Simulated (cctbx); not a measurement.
# What is wrong with this refinement?

Cell a = 6.5450 Å, b = 6.5450 Å, c = 9.2500 Å, α = 90.00°, β = 90.00°, γ = 120.00°; space group P-31m (no. 162).

The data are simulated with cctbx, not measured: Cu Kα, λ = 1.54184 Å, to d = 0.83 Å, 95 % of the full sphere, strongest reflection 40000 counts, noise from counting, a 4 % proportional error and a noise floor of 2 counts (s.d.); no absorption, and some extinction, which the refinements don't model.

An anisotropic refinement with weights 1/σ² prints:

```text
Rint 0.035, 253 unique reflections to 0.83 A
cycle     R1     wR2    GooF  max shift (A)
   1  0.1409  0.3846  16.941   0.00493
   3  0.0853  0.2530  11.144   0.00005
final R1 0.0853 wR2 0.2530 GooF 11.144  parameters 15  data/parameter 16.9
atom        x        y        z      Ueq    occ   su(xyz)  su(Uiso or U11)
Sr1    0.00000  0.00000  0.00000   0.0160  1.000  0.00000  0.0014
Ca1    0.66667  0.33333  0.23914   0.0093  1.000  0.00031  0.0014
Co1    0.00000  0.00000  0.50000   0.0259  1.000  0.00000  0.0026
S1     0.66667  0.33333  0.00000   0.0222  1.000  0.00000  0.0024
S2     0.33334  0.00000  0.30684   0.0154  1.000  0.00048  0.0017
difference map: max 3.64 min -1.80 rms 0.45
Q1    0.3333  0.6667  0.2222    4    3.64  0.16 A from Ca1
Q2    0.0000  0.0000  0.0000    1    3.24  0.00 A from Sr1
Q3    0.0000  0.0000  0.2598    2    2.19  2.22 A from Co1
Q4    0.0000  0.0000  0.5000    1    1.54  0.00 A from Co1
Q5    0.0000  0.1742  0.5494    6    0.69  1.23 A from Co1
Q6    0.0000  0.0000  0.3746    2    0.67  1.16 A from Co1
```

**Question.** Can this result stand? If not, what is the likely fault?

Mend it. The fault: elements exchanged: Co1 is Ca and Ca1 is Co. Against the right model at the same level, R1 goes from 0.0091 to 0.0853 and GooF from 0.97 to 11.14, U of Ca1 shrinks from 0.0176 to 0.0093 Å², U of Co1 swells from 0.0151 to 0.0259 Å² and the top difference peak, 3.6 e/Å³, lies on Ca1. Co1 has 7 electrons too many and its U swells to shed them, as expected; Ca1 has 7 electrons too few and its U shrinks to make up, as expected.

The compound is SrCaCo4S8. The right model at the same level gives:

```text
Rint 0.035, 253 unique reflections to 0.83 A
cycle     R1     wR2    GooF  max shift (A)
   1  0.0302  0.0969   4.268   0.00072
   2  0.0091  0.0221   0.973   0.00000
final R1 0.0091 wR2 0.0221 GooF 0.973  parameters 15  data/parameter 16.9
atom        x        y        z      Ueq    occ   su(xyz)  su(Uiso or U11)
Sr1    0.00000  0.00000  0.00000   0.0157  1.000  0.00000  0.0001
Co1    0.66667  0.33333  0.23919   0.0176  1.000  0.00003  0.0001
Ca1    0.00000  0.00000  0.50000   0.0151  1.000  0.00000  0.0002
S1     0.66667  0.33333  0.00000   0.0240  1.000  0.00000  0.0002
S2     0.33291  0.00000  0.30641   0.0158  1.000  0.00004  0.0001
difference map: max 0.12 min -0.27 rms 0.05
Q1    0.2459  0.4749  0.1855   12    0.12  1.20 A from Co1
Q2    0.0000  0.2421  0.8841    6    0.12  1.91 A from Sr1
Q3    0.1127  0.5675  0.1680   12    0.12  1.42 A from Co1
Q4    0.2192  0.4298  0.3427   12    0.11  1.29 A from S2
Q5    0.2257  0.4515  0.5000    6    0.11  2.20 A from S2
Q6    0.0000  0.1287  0.3938    6    0.10  1.29 A from Ca1
```

The model is made up (kin elements in a known structure type, no relaxation), so it says nothing on whether the phase exists.

[Middle refinement cycles are left out of these outputs.]

[Logs are printed without paths, hosts, clocks, repeated set-up lines and the standing remarks that a program may print on its own settings, such as how far it seeks lower states.]
